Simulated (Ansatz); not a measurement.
# What NaB (Fm-3m) distorts into

Aim: this structure of NaB (Fm-3m) is to be tested for unstable modes, and one is followed downhill.

Program: Ansatz 0.2.0. Level of theory: DFT PBEsol, scalar-relativistic, plane waves, PAW. Results are calculated unless marked as measured.

Most raw output is cut from this account.

## (1) Starting point

The structure is cubic, space group Fm-3m (No. 225). The conventional cell has a = 5.305 Å, b = 5.305 Å, c = 5.305 Å, α = 90.00°, β = 90.00°, γ = 90.00°. Nearest to Na lie 6 B at 2.65 Å. B has 6 Na at 2.65 Å nearest. Farther neighbours are not listed.

## (2) The dispersion

The cell comes from relaxations at this level that are not shown. Stability and thermal properties need the whole zone. Linear response on a 4×4×4 q mesh gives force constants as far as a supercell of that size would.

Contents of input.yaml:

```yaml
crystal:
  lattice:
    - [0.0, 2.6524525913, 2.6524525913]
    - [2.6524525913, 0.0, 2.6524525913]
    - [2.6524525913, 2.6524525913, 0.0]
  atoms:
    - { symbol: Na, position: [0.0, 0.0, 0.0] }
    - { symbol: B, position: [0.5, 0.5, 0.5] }
kpoints:
  mp_grid: { grid: [12, 12, 12] }
hamiltonian:
  xc: pbesol
scf:
  occupations: { method: methfessel_paxton, width: 0.15 }
output:
  eigenvalues: true
phonons:
  method: dfpt
  qmesh: [4, 4, 4]
  temperatures: { t_max: 1000, t_step: 50 }
  qpath:
    path:
      - [[0.0, 0.0, 0.0], [0.5, 0.0, 0.5], [0.625, 0.25, 0.625]]
      - [[0.375, 0.375, 0.75], [0.0, 0.0, 0.0], [0.5, 0.5, 0.5], [0.5, 0.25, 0.75], [0.5, 0.0, 0.5]]
    npoints: 10
```

Started as:

```bash
$ ansatz run input.yaml --threads 4 --pin off --max-ram 7168MiB --backend cpu --events-out ev --progress --plain --runs-dir out
```

The job ended after 91 s (4 threads of Intel Xeon Platinum 8488C (Sapphire Rapids), shared host; peak memory 1.7 GiB).

Numbers from this step:

```yaml
volume_per_atom: 18.66 Å³
gap_on_the_k_mesh: 0 eV
sum_rule_residual_before_enforcement: 8.10e-5 eV/Å²
lowest_frequency_on_the_path: -206.4 cm⁻¹
point_group: m-3m
highest_frequency_on_the_path_or_at_a_solved_wavevector: 305.8 cm⁻¹
highest_optical_mode_at_the_zone_centre_no_lo_to_term: 305.8 cm⁻¹
lowest_optical_zone_centre_mode: 305.8 cm⁻¹
lowest_mode_on_the_q_mesh_acoustic_modes_at_gamma_apart: -206.4 cm⁻¹
```

Frequencies (cm⁻¹) solved at each irreducible wavevector; negative means imaginary. Frequencies by wavevector, by row:

```
q in reciprocal lattice units  star  mode 1  mode 2  mode 3  mode 4  mode 5  mode 6
                        0 0 0     1       0       0       0   305.8   305.8   305.8
                     0 0 0.25     8    66.5   108.5   108.5   263.1   281.5   281.5
                     0 0 -0.5     4   -68.5   181.8   181.8   197.7   235.8   235.8
                  0 0.25 0.25     6   -79.9   -79.9   183.7   218.5   299.9   299.9
                  0 0.25 -0.5    24  -148.3      57      59     251   279.2   281.1
                 0 0.25 -0.25    12  -112.6   131.1   180.7   193.2   242.6   299.7
                  0 -0.5 -0.5     3  -206.4  -131.5  -131.5   283.3   304.9   304.9
              0.25 -0.5 -0.25     6  -174.3  -174.3   186.6   206.5   287.4   287.4
```

Interpolated from a 4×4×4 q mesh. Phonon branches along the path, in cm⁻¹:

```
    point  branch 1  branch 2  branch 3  branch 4  branch 5  branch 6
        Γ         0         0         0       306       306       306
  halfway       -80       -80       184       218       300       300
        X      -206      -132      -132       283       305       305
  halfway      -202      -123      -112       284       294       298
        U      -184       -91        25       263       282       286
jump to K      -184       -91        25       263       282       286
  halfway       -80       130       163       226       259       302
        Γ         0         0         0       306       306       306
  halfway        66       108       108       263       282       282
        L       -68       182       182       198       236       236
  halfway      -142        39       188       193       269       277
        W      -174      -174       187       206       287       287
  halfway      -198      -145       -23       278       284       298
        X      -206      -132      -132       283       305       305
```

Symmetry leaves 8 wavevectors to solve. The lowest mode among them, the acoustic zeros apart, lies at q = (0, -0.5, -0.5) and is imaginary, 206.4i cm⁻¹, so the energy falls along it.

## (3) The mode frozen in, largest atomic shift 0 Å

The mode followed lies at q = (0.25, -0.5, -0.25) with frequency 174.3i cm⁻¹ and is 2-fold degenerate, one of the unstable modes though not the softest. At small amplitude the distorted cell has space group no. 72 by a symmetry search on the positions. The undistorted cell that holds it gives the zero of energy on the same k mesh.

System of this step: NaB. Symmetry: Fm-3m, No. 225, cubic system. The conventional cell has a = 5.305 Å, b = 5.305 Å, c = 5.305 Å, α = 90.00°, β = 90.00°, γ = 90.00°. Nearest to Na lie 6 B at 2.65 Å. Nearest to B lie 6 Na at 2.65 Å. Farther neighbours are not listed.

Contents of input.yaml:

```yaml
crystal:
  lattice:
    - [0.0, 0.0, -5.3049051826]
    - [5.3049051826, 0.0, 0.0]
    - [2.6524525913, -5.3049051826, -2.6524525913]
  atoms:
    - { symbol: Na, position: [0.75, 0.25, 0.5] }
    - { symbol: Na, position: [0.25, 0.75, 0.5] }
    - { symbol: Na, position: [0.5, 0.5, 0.0] }
    - { symbol: Na, position: [0.0, 0.0, 0.0] }
    - { symbol: B, position: [0.5, 0.0, 0.0] }
    - { symbol: B, position: [0.0, 0.5, 0.0] }
    - { symbol: B, position: [0.25, 0.25, 0.5] }
    - { symbol: B, position: [0.75, 0.75, 0.5] }
kpoints:
  mp_grid: { grid: [8, 8, 8] }
hamiltonian:
  xc: pbesol
scf:
  occupations: { method: methfessel_paxton, width: 0.15 }
output:
  forces: true
  stress: true
  eigenvalues: true
```

Wall time 2.6 s (4 threads); peak memory 0.6 GiB; 8.8 s of CPU time.

This step gave:

- pressure: -0.05312 GPa
- energy from the undistorted cell: 0 meV/atom

The run ends at a pressure of -0.05 GPa.

## (4) The mode frozen in, largest atomic shift 0.6 Å

The atoms are moved along the unstable eigenvector, the largest shift by 0.6 Å, with the cell fixed.

input.yaml, the sections that differ from step 3:

```yaml
crystal:
  lattice:
    - [0.0, 0.0, -5.3049051826]
    - [5.3049051826, 0.0, 0.0]
    - [2.6524525913, -5.3049051826, -2.6524525913]
  atoms:
    - { symbol: Na, position: [0.6865577297, 0.25, 0.5] }
    - { symbol: Na, position: [0.3134422703, 0.75, 0.5] }
    - { symbol: Na, position: [0.5634422703, 0.5, 0.0] }
    - { symbol: Na, position: [-0.0634422703, 0.0, 0.0] }
    - { symbol: B, position: [0.3868971302, 0.0, 0.0] }
    - { symbol: B, position: [0.1131028698, 0.5, 0.0] }
    - { symbol: B, position: [0.1368971302, 0.25, 0.5] }
    - { symbol: B, position: [0.8631028698, 0.75, 0.5] }
# kpoints, hamiltonian, scf, output: as in step 3
```

Wall time 3.8 s (4 threads); peak memory 0.7 GiB; 14 s of CPU time.

Numbers from this step:

```
pressure                         : -2.305 GPa
energy from the undistorted cell : -98.61 meV/atom
```

The energy, extrapolated to zero smearing, is -98.61 meV/atom against the undistorted cell.

The run ends at a pressure of -2.30 GPa, with forces up to 0.66 eV/Å.

## (5) Energy along the mode, all amplitudes (two of the runs are shown above)

An imaginary frequency means negative curvature, so the energy should fall and then rise again as anharmonic terms take over.

This step gave:

* depth at the lowest point sampled: 98.61 meV/atom
* largest atomic shift at that point: 0.6 Å

Table of energy from the parent by largest atomic shift:

```
largest atomic shift (Å)  energy from the parent (meV/atom)
                   0.000                                  0
                   0.040                             -0.862
                   0.080                              -3.36
                   0.140                              -9.71
                   0.220                              -22.1
                   0.320                              -42.0
                   0.450                              -70.7
                   0.600                              -98.6
```

Displacement at unit largest shift by atom:

```
atom  x (Å)  y (Å)  z (Å)  size
 Na1   0.00   0.00   0.56  0.56
 Na2   0.00   0.00  -0.56  0.56
 Na3   0.00   0.00  -0.56  0.56
 Na4   0.00   0.00   0.56  0.56
  B5   0.00   0.00   1.00  1.00
  B6   0.00   0.00  -1.00  1.00
  B7   0.00   0.00   1.00  1.00
  B8   0.00   0.00  -1.00  1.00
```

The lowest of the steps tried is the last one, at 0.6 Å, 98.6 meV/atom below the parent; the bottom of the well need not coincide with a step.

## (6) Relaxing from the distorted cell

Starting from the lowest point found, all atoms and the cell are let go, so that strain and other modes of the same symmetry can join in.

Edit input.yaml of step 4 so:

```diff
@@ -24 +24,6 @@
   eigenvalues: true
+relax:
+  adjacent_minimum: "off"
+  f_tol: 0.002
+  max_steps: 120
+  cell: { stress_tol: 0.03 }
```

It took 2.3 min on 4 threads; peak memory 0.76 GiB; 8.4 min of CPU time.

Step by step (22 of 29):

```
step  energy less that of the first step (eV)  largest force component (eV/Å)  pressure (GPa)  volume (Å³)
   1                                   0.0000                          0.6605           -2.30       149.29
   2                                  -1.1011                          1.0507           -2.95       140.60
   4                                  -5.4153                          2.3460           -4.60       128.23
   5                                  -6.5715                          1.8052            2.55       123.75
   6                                  -7.1086                          1.0482           -0.96       119.41
   8                                  -7.9421                          0.5636            0.70       116.21
   9                                  -8.4776                          0.7810            1.72       115.51
  10                                  -9.2868                          1.0688           -0.09       117.96
  12                                 -10.5909                          0.5846            8.36       112.08
  13                                 -10.7388                          0.6247           -1.40       121.28
  14                                 -10.8192                          0.1712           -0.52       120.19
  16                                 -10.9322                          0.0493            0.10       117.68
  17                                 -10.9344                          0.0034            0.03       117.74
  18                                 -10.9344                          0.0010           -0.01       117.82
  20                                 -11.5526                          0.0630            1.70       123.03
  21                                 -11.6726                          0.0363            0.91       128.84
  22                                 -11.6909                          0.0464            0.10       132.27
  24                                 -11.6948                          0.0080            0.16       131.70
  25                                 -11.6952                          0.0020            0.01       131.76
 26*                                 -11.7088                          0.0019            0.13       131.76
  28                                 -11.7090                          0.0016            0.00       132.41
 29*                                 -11.7092                          0.0016            0.00       132.41
```

Relaxation steps marked * repeat the geometry before them on a plane-wave basis chosen anew for their cell, so energy and pressure can jump there. Other such steps can lie between the rows shown.

The run keeps the 8 symmetry operations that it works with, so distortions that break them were not tested.

```
     cell as run  before  after   change
           a (Å)   5.305  8.012  +51.0 %
           b (Å)   5.305  3.197  -39.7 %
           c (Å)   6.497  6.732   +3.6 %
           α (°)   65.91  76.27  +15.7 %
           β (°)   65.91  53.48  -18.8 %
volume (Å³/atom)   18.66  16.55  -11.3 %
```

The atoms that moved most (Å, as changes of fractional coordinates times the final cell):

```
atom     dx      dy      dz  length
  B8  0.000   0.199  -1.040   1.059
  B5  0.000  -0.199   1.040   1.059
  B7  0.000   0.199   1.040   1.059
  B6  0.000  -0.199  -1.040   1.059
 Na4  0.000   0.107   0.064   0.125
 Na2  0.000  -0.107  -0.064   0.125
 Na3  0.000   0.107  -0.064   0.125
 Na1  0.000  -0.107   0.064   0.125
```

The relaxed structure:

```cif
data_structure
_symmetry_space_group_name_H-M 'P 1'
_symmetry_Int_Tables_number 1
_cell_length_a 8.0123
_cell_length_b 3.1969
_cell_length_c 6.7324
_cell_angle_alpha 76.265
_cell_angle_beta 53.483
_cell_angle_gamma 90.000
_cell_volume 132.41
loop_
_atom_site_label
_atom_site_type_symbol
_atom_site_fract_x
_atom_site_fract_y
_atom_site_fract_z
_atom_site_occupancy
Na1 Na 0.66820 0.23964 0.52073 1
Na2 Na 0.31107 0.73964 0.52073 1
Na3 Na 0.58180 0.51036 0.97927 1
Na4 Na 0.93893 0.01036 0.97927 1
B5 B 0.23791 0.98080 0.03841 1
B6 B 0.22368 0.48080 0.03841 1
B7 B 0.02632 0.26920 0.46159 1
B8 B 0.01209 0.76920 0.46159 1
```

This step gave:

```
pressure        : 0.004409 GPa
volume per atom : 16.55 Å³
```

The distorted start has space group Ibam; the relaxation ends in Ibam.

## (7) The new phase in its own primitive cell

The relaxed structure is symmetrised, reduced to its primitive cell and relaxed tightly, as its phonons need.

Contents of input.yaml:

```yaml
crystal:
  lattice:
    - [-4.0061683934, 5.1692597552, 1.5984716337]
    - [4.0061683934, -5.1692597552, 1.5984716337]
    - [4.0061683934, 5.1692597552, -1.5984716337]
  atoms:
    - { symbol: Na, position: [0.8646372348, 0.1785662109, 0.0432034457] }
    - { symbol: Na, position: [0.3646372348, 0.3214337891, 0.6860710239] }
    - { symbol: Na, position: [0.1353627652, 0.8214337891, 0.9567965543] }
    - { symbol: Na, position: [0.6353627652, 0.6785662109, 0.3139289761] }
    - { symbol: B, position: [0.6057970404, 0.0071178394, 0.6129148797] }
    - { symbol: B, position: [0.1057970404, 0.4928821606, 0.598679201] }
    - { symbol: B, position: [0.8942029596, 0.5071178394, 0.401320799] }
    - { symbol: B, position: [0.3942029596, 0.9928821606, 0.3870851203] }
kpoints:
  mp_grid: { grid: [12, 12, 12] }
hamiltonian:
  xc: pbesol
scf:
  occupations: { method: methfessel_paxton, width: 0.15 }
output:
  forces: true
  stress: true
  eigenvalues: true
relax:
  adjacent_minimum: "off"
  f_tol: 0.001
  max_steps: 60
  cell: { stress_tol: 0.01 }
```

Wall time 2.5 min (4 threads); peak memory 1.2 GiB; 9.6 min of CPU time.

[end of part 1 of 2]

[Logs are printed without paths, hosts, clocks, repeated set-up lines and the standing remarks that a program may print on its own settings, such as how far it seeks lower states.]

[Hosts, paths, dates, database ids (printed as entryN), source tags and the programs' standing remarks are cut or masked in the printed files.]
